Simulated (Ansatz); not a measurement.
**Starting-point dependence of the GW gap of Cs3Bi2Br9 (P-3m1)**

One-shot GW is not self-consistent; how far does the start matter for Cs3Bi2Br9 (P-3m1)?

Main program and level: Ansatz 0.2.0; G0W0 on several functionals, plane waves, PAW.

## Step 1: Set-up

The structure is trigonal, space group P-3m1 (No. 164). The conventional cell has a = 7.972 Å, b = 7.972 Å, c = 9.867 Å, α = 90.00°, β = 90.00°, γ = 120.00°. Cs has 12 Br at 3.96 to 4.01 Å nearest. Cs has 12 Br at 3.99 to 4.07 Å nearest. Nearest to Bi lie 6 Br at 2.71 to 2.98 Å. Br has 2 Bi at 2.98 Å and 4 Cs at 3.99 to 4.01 Å nearest. Nearest to Br lie 1 Bi at 2.71 Å and 4 Cs at 3.96 to 4.07 Å. Farther neighbours and most contacts between anions are not listed.

The cell and positions come from the Crystallography Open Database and are kept as given unless a step says otherwise. Spin-orbit coupling is left out unless a step names it. The default PAW set here is soft_2. Its files were made with PBE.

## Step 2: G0W0 on r2SCAN

Now the one-shot GW correction: screening in the RPA, then the self-energy of the levels asked for.

This step: G0W0 on r2SCAN, plane waves, PAW.

The input, input.yaml:

```yaml
crystal:
  lattice:
    - [7.972, 0.0, 0.0]
    - [-3.986, 6.903954519, 0.0]
    - [0.0, 0.0, 9.867]
  atoms:
    - { symbol: Cs, position: [0.6666666667, 0.3333333333, 0.6669] }
    - { symbol: Cs, position: [0.3333333333, 0.6666666667, 0.3331] }
    - { symbol: Cs, position: [0.0, 0.0, 0.0] }
    - { symbol: Bi, position: [0.6666666667, 0.3333333333, 0.1918] }
    - { symbol: Bi, position: [0.3333333333, 0.6666666667, 0.8082] }
    - { symbol: Br, position: [0.5, 0.5, 0.0] }
    - { symbol: Br, position: [0.5, 0.0, 0.0] }
    - { symbol: Br, position: [0.0, 0.5, 0.0] }
    - { symbol: Br, position: [0.3353, 0.16765, 0.3394] }
    - { symbol: Br, position: [0.83235, 0.16765, 0.3394] }
    - { symbol: Br, position: [0.83235, 0.6647, 0.3394] }
    - { symbol: Br, position: [0.16765, 0.3353, 0.6606] }
    - { symbol: Br, position: [0.16765, 0.83235, 0.6606] }
    - { symbol: Br, position: [0.6647, 0.83235, 0.6606] }
kpoints:
  mp_grid: { grid: [3, 3, 2] }
hamiltonian:
  xc: r2scan
scf:
  occupations: { method: fixed }
gw:
  n_empty_bands: 1052
  ecut_chi: 90.0
  qp_bands: [v4, c4]
  qp_kpoints: band_edges
  screening: { model: contour_deformation }
```

Run with:

```console
$ ansatz run input.yaml --threads 2 --pin off --max-ram 92160MiB --backend cuda --events-out ev --progress --plain --runs-dir out --devices 1 --max-vram 13GiB  # rebuilt from the run's record
```

Numbers of over 12 decimals in the logs are rounded to 6 here.

The program printed:

```text
GPUs: using 1 of 1 available (devices: 1).
Engine: ansatz 0.2.0, x86_64-unknown-linux-gnu
Pseudopotentials: kind: paw
Pseudopotential: Cs, paw, valence charge 9, recommended cutoff 500 eV (meta_gga), Cs.paw.azcp
Pseudopotential: Bi, paw, valence charge 15, recommended cutoff 500 eV (meta_gga), Bi.paw.azcp
Pseudopotential: Br, paw, valence charge 7, recommended cutoff 500 eV (meta_gga), Br.paw.azcp
Functional definition: r2SCAN
  parameter k0 = 0.174
  parameter k1 = 0.065
  parameter a1 = 4.9479
  exchange = r2scan_x(k0 = k0, k1 = k1, a1 = a1)
  correlation = r2scan_c
device memory: the entry about to start is reckoned to put 4.1 GiB on a device that reports 53.3 GiB free (of which the cap on the GPU budget leaves the run 13.0 GiB)
GPU FFT provider: cuFFT
GPU libraries: cuBLAS 13.8.2, cuFFT 12.4.0, cuSOLVER 12.3.4
Crystal: 14 atoms, lattice volume = 543.063 Å³
Basis set: ecut = 500 eV, 13781 PW (Γ), exchange–correlation on 240×240×288 points (64 copies of the dense FFT grid, shifted against one another)
Bands: 74, of which v1, the nominal top of the filled ones, is band 60 counted from 1 (59 counted from 0)
Symmetry: 12 space group operations
Space group: P-3m1 (ITA 164), of the structure as read, at distance tolerance 8.2e-5 Å
k-points: 6 of 18
Non-local potential: Cs, projectors of the file, l = 0: 3, l = 1: 2, l = 2: 2, l = 3: 2
Non-local potential: Bi, projectors of the file, l = 0: 2, l = 1: 2, l = 2: 2, l = 3: 2
Non-local potential: Br, projectors of the file, l = 0: 2, l = 1: 2, l = 2: 2
PAW form: soft (Blöchl's): semilocal exchange-correlation on the pseudo side does not see the compensation charge
PAW frozen core: Cs, regenerated for the run's functional (the file was generated under x = pbe(κ = 0.804, μ = 0.219515), c = pbe(β = 0.066725))
PAW frozen core: Bi, regenerated for the run's functional (the file was generated under x = pbe(κ = 0.804, μ = 0.219515), c = pbe(β = 0.066725))
PAW frozen core: Br, regenerated for the run's functional (the file was generated under x = pbe(κ = 0.804, μ = 0.219515), c = pbe(β = 0.066725))
PAW one-centre angular grid: Cs, 302 points (default); XC on 160 Gauss nodes
PAW one-centre angular grid: Bi, 590 points (default); XC on 160 Gauss nodes
PAW one-centre angular grid: Br, 302 points (default); XC on 160 Gauss nodes
Initial density: superposition of atomic densities (neutral atoms: chi_scale 0, normalization atom), corrected by the library's trained network
Initial wavefunctions: pseudopotential atomic-orbital guess
GPU buffer pool allocated for 259200 grid points (all kernels)
GPU transforms: local potential and band sums: pruned to the plane-wave sphere, on 60×60×72
Functional: x = r2scan, c = r2scan; τ floored in thin density (d = 2e-4 eV/Å³)
SCF iter   1: F=—  HF=-67035.522711 eV  |F-HF|=—  |Δ(HF+E_count)|=         —  Δρ=2.76e-3  dr2=9.17e-2  dr2_τ=3.51e-2  ethr=1.77e-3  ⟨swp⟩=5.2  Hψ=1562  notcnv=0  defer=62
preconditioner: auto → Resta (q_TF=auto, 2.121 Å⁻¹)  ε∞=2.9  [insulator: Δε(μ)=2.912 eV  Ē_g=11.256 eV  n_scr=96 (ndim 8)  ℏωp=15.4 eV  f_vac=0.034  ε∞_Penn≈2.9]
SCF iter   2: F=—  HF=-67035.577498 eV  |F-HF|=—  |Δ(HF+E_count)|=   5.48e-2  Δρ=1.28e-3  dr2=9.84e-3  dr2_τ=8.41e-4  ethr=7.64e-5  ⟨swp⟩=3.0  Hψ=821  notcnv=0  defer=70
SCF iter   3: F=—  HF=-67035.577410 eV  |F-HF|=—  |Δ(HF+E_count)|=   8.81e-5  Δρ=4.13e-4  dr2=1.14e-3  dr2_τ=7.36e-5  ethr=8.20e-6  ⟨swp⟩=2.0  Hψ=712  notcnv=0  defer=71
SCF iter   4: F=—  HF=-67035.577444 eV  |F-HF|=—  |Δ(HF+E_count)|=   3.41e-5  Δρ=9.92e-5  dr2=4.57e-5  dr2_τ=2.88e-6  ethr=9.52e-7  ⟨swp⟩=2.0  Hψ=688  notcnv=0  defer=70
SCF iter   5: F=—  HF=-67035.577471 eV  |F-HF|=—  |Δ(HF+E_count)|=   2.69e-5  Δρ=1.98e-5  dr2=2.29e-6  dr2_τ=1.67e-7  ethr=3.81e-8  ⟨swp⟩=2.3  Hψ=783  notcnv=0  defer=64
SCF iter   6: F=—  HF=-67035.577472 eV  |F-HF|=—  |Δ(HF+E_count)|=   1.48e-6  Δρ=5.22e-6  dr2=1.45e-7  dr2_τ=9.59e-9  ethr=1.91e-9  ⟨swp⟩=2.0  Hψ=758  notcnv=0  defer=64
SCF iter   7: F=-67035.577472 eV  HF=-67035.577472 eV  |F-HF|=4.07e-10  |Δ(HF+E_count)|=   1.35e-7  Δρ=1.21e-6  dr2=1.33e-8  dr2_τ=6.98e-10  ethr=8.33e-11  ⟨swp⟩=21.0  Hψ=3028  notcnv=0
SCF 1 converged in 7 iterations: F = -67035.577472 eV  dr2 = 1.33e-8
  greatest PAW one-centre occupation: 0.989 electrons in one spin orbital (limit 2), on the Bi atom at site 4 (counted from 0), in its partial waves of l = 2
device memory: the entry about to start is reckoned to put 4.3 GiB (of the 4.4 GiB reckoned in all, the device holds 0.2 GiB already) on a device that reports 53.1 GiB free (of which the cap on the GPU budget leaves the run 12.8 GiB)
NSCF: frozen V_eff on 6 k-points
the band table was solved once the SCF had ended and its energy, with any forces and stress, was formed, with the checks that follow a solve (1990 applications of the Hamiltonian). They found nothing against the state; the energy, forces and stress were not computed again (output.eigenvalues in the input reference)
device memory: the entry about to start is reckoned to put 8.2 GiB on a device that reports 53.3 GiB free (of which the cap on the GPU budget leaves the run 13.0 GiB)
NSCF: frozen V_eff on 6 k-points
G₀W₀ screening: q 1/6
[... further progress lines ...]
device memory: the entry about to start is reckoned to put 1.0 GiB on a device that reports 55.2 GiB free (of which the cap on the GPU budget leaves the run 13.0 GiB)
NSCF: frozen V_eff on 1 k-points
device memory: the entry about to start is reckoned to put 1.0 GiB on a device that reports 55.2 GiB free (of which the cap on the GPU budget leaves the run 13.0 GiB)
NSCF: frozen V_eff on 1 k-points
SCF converged after 7 iterations
Free energy (F): -67035.577472 eV
Harris-Foulkes:  -67035.577472 eV  (|F-HF|=4.07e-10)
Internal energy: -67035.577472 eV  (E = F + TS)
E sigma→0 (E₀):  -67035.577472 eV
Fermi energy:    2.695269 eV
--- Per-component energies (eV) ---
  E_band       = -782.392650
  E_kinetic    = 2233.156948
  E_local      = -7380.683070  (includes V_loc(G=0)·N_el)
  E_nonlocal   = 1846.184780
  E_hartree    = 2466.333834
  E_xc         = -3030.143446
  E_vxc        = -1762.364507  (∫ρ·V_xc dr)
  E_paw        = -57087.961698  (= ΣΔE_a)
  E_vpaw       = -745.740023  (= ΣTr[D̂ρ^β])
  E_aug_tail   = -0.000489  (compensation charges beyond the density's cutoff)
  E_vtau       = 94.384534  (kinetic-family band-sum trace: ∫τ·v_τ [+ j·A + Jᵃ·Aᵃ] dr)
  E_ewald      = -6082.941322
  E_core_change = 0.476989  (= ΣΔE_core)
  E_smearing   = -0.000000  (= −TS)
  E_closure    = -0.000000  (closes the sum)
  Σ components = -67035.577472   (vs F -67035.577472, Δ=0.00e0)
--- Band table (eV; the first three rows and the last of 6) ---
  k-point 0: bands = [... 56 lower, 1.8554, 1.8564, 1.9063, 2.6953, 5.5868, 6.2790, 6.2790, 7.4749, ... 10 higher]
  k-point 1: bands = [... 56 lower, 2.0375, 2.0375, 2.0401, 2.1887, 5.8059, 5.8059, 5.8407, 7.3656, ... 10 higher]
  k-point 2: bands = [... 56 lower, 1.7741, 1.8123, 2.0010, 2.5840, 6.0757, 6.2307, 6.3115, 7.3122, ... 10 higher]
  k-point 5: bands = [... 56 lower, 1.6827, 1.6827, 2.3296, 2.3296, 6.3752, 6.3752, 6.3996, 7.1100, ... 10 higher]
--- G₀W₀: contour deformation, 6 samples at zero and on the imaginary axis and 2 off it, 18 q-points, 1052 empty bands' worth ---
  eigenvalues of the whole cell's RPA ε∞ on this k-mesh (on a slab, of 1 + 4πα/V) = 3.3917, 3.3917, 3.3983; static W/v taken at q = 0 is 0.294626
  bands read: the sum over 1112 bands ends inside a degenerate multiplet in 1 slot, whose members it reads at an even weight; the widest, k=0: bands 1112 to 1113 (counted from 1) at 1/2 each
  gw.qp_kpoints: band_edges: 6 of 6 stored k-points solved, in 1 pass; an edge of the gap read off the rows below is read off those points alone
    ik  band        ε_KS         Σx   Σc(E_QP)       V_xc       Z   E_QP_lin       E_QP  E_QP is
     0    57      1.8554   -19.5961     2.4805   -16.2516  0.7732     0.9772     0.9915  root
     0    58      1.8564   -19.6062     2.5328   -16.1854  0.7723     0.9531     0.9685  root
     0    59      1.9063   -19.6070     2.5389   -16.1929  0.7672     1.0148     1.0312  root
     0    60      2.6953   -18.9022     1.2368   -17.1397  0.7909     2.1660     2.1696  root
     0    61      5.5868    -9.5728    -2.9670   -13.1473  0.8154     6.1983     6.1943  root
     0    62      6.2790   -10.7807    -3.0198   -14.5119  0.8043     6.9968     6.9904  root
     0    63      6.2790   -10.7807    -3.0198   -14.5119  0.8043     6.9968     6.9904  root
     0    64      7.4749    -9.6350    -3.4095   -13.7299  0.7964     8.1695     8.1603  root
     1    57      2.0375   -19.7874     2.4957   -16.4288  0.7719     1.1600     1.1746  root
     1    58      2.0375   -19.7874     2.4957   -16.4288  0.7719     1.1600     1.1746  root
     1    59      2.0401   -19.7864     2.4966   -16.4277  0.7714     1.1634     1.1781  root
     1    60      2.1887   -18.2097     1.2760   -16.3660  0.7903     1.6164     1.6210  root
     1    61      5.8059    -9.7830    -2.9790   -13.3933  0.8118     6.4418     6.4372  root
     1    62      5.8059    -9.7830    -2.9790   -13.3933  0.8118     6.4418     6.4372  root
     1    63      5.8407   -10.0218    -2.9982   -13.6789  0.8119     6.5046     6.4996  root
     1    64      7.3656    -9.7896    -3.3452   -13.7873  0.7983     8.0258     8.0180  root
     2    57      1.7741   -19.4366     2.5541   -15.9893  0.7683     0.8641     0.8810  root
     2    58      1.8123   -19.0319     2.0255   -16.2801  0.7750     1.0761     1.0860  root
     2    59      2.0010   -19.7157     2.4986   -16.3508  0.7713     1.1199     1.1348  root
     2    60      2.5840   -19.0254     1.3317   -17.1504  0.7893     2.0369     2.0408  root
     2    61      6.0757   -10.3056    -3.0204   -14.0004  0.8087     6.7556     6.7500  root
     2    62      6.2307   -10.5424    -3.0390   -14.2784  0.8056     6.9338     6.9276  root
     2    63      6.3115   -10.7097    -3.0793   -14.5085  0.8050     7.0377     7.0310  root
     2    64      7.3122    -9.9532    -3.3794   -14.0239  0.7950     8.0126     8.0034  root
[...]
5    57      1.6827   -19.2853     2.5724   -15.8124  0.7659     0.7642     0.7822  root
     5    58      1.6827   -19.2853     2.5724   -15.8124  0.7659     0.7642     0.7822  root
     5    59      2.3296   -19.1525     1.5206   -17.0527  0.7853     1.7454     1.7504  root
     5    60      2.3296   -19.1525     1.5206   -17.0527  0.7853     1.7454     1.7504  root
     5    61      6.3752   -10.7723    -3.0928   -14.5938  0.8041     7.1110     7.1039  root
     5    62      6.3752   -10.7723    -3.0928   -14.5938  0.8041     7.1110     7.1039  root
     5    63      6.3996   -10.7698    -3.0734   -14.5639  0.8034     7.1273     7.1203  root
     5    64      7.1100    -9.7406    -3.3425   -13.7516  0.7974     7.7866     7.7785  root
```

It took 65 s on 1 × NVIDIA H100 80GB HBM3 (shared by 6 runs) with 2 threads of AMD EPYC 7R13 (Zen 3), shared host; peak memory 5.2 GiB; 1.8 min of CPU time.

Numbers from this step:

* bands summed: 1112
* RPA ε∞ on this mesh (eigenvalues): 3.392, 3.392, 3.398
* plane waves in the screening matrix: 1059
* q-points in the mesh: 18
* G0W0 gap on the mesh: 4.025 eV
* k of the valence top: 0, 0, 0
* k of the conduction bottom: 0, 0, 0
* starting gap on the mesh: 2.892 eV
* Z at the valence top: 0.7909
* Z at the conduction bottom: 0.8154
* least direct G0W0 gap on the computed points: 4.025 eV

The gap on the mesh goes from 2.89 eV to 4.02 eV, a correction of +1.13 eV. Between the two edge states, bare exchange in place of the xc potential would open the gap by 5.34 eV, and correlation takes back 4.20 eV.

[end of part 1 of 2]

[Paths, hosts, dates, memory and timing lines, banners, echoed tables and standing remarks are left out of the program output.]

[Logs are printed without paths, hosts, clocks, repeated set-up lines and the standing remarks that a program may print on its own settings, such as how far it seeks lower states.]

[Runs of the session that timed out or met a known fault of the program may be left out.]

[Cells called generated may have been cut or substituted from an entry of the Crystallography Open Database or the Materials Project.]

[Hosts, paths, dates, database ids (printed as entryN), source tags and the programs' standing remarks are cut or masked in the printed files.]
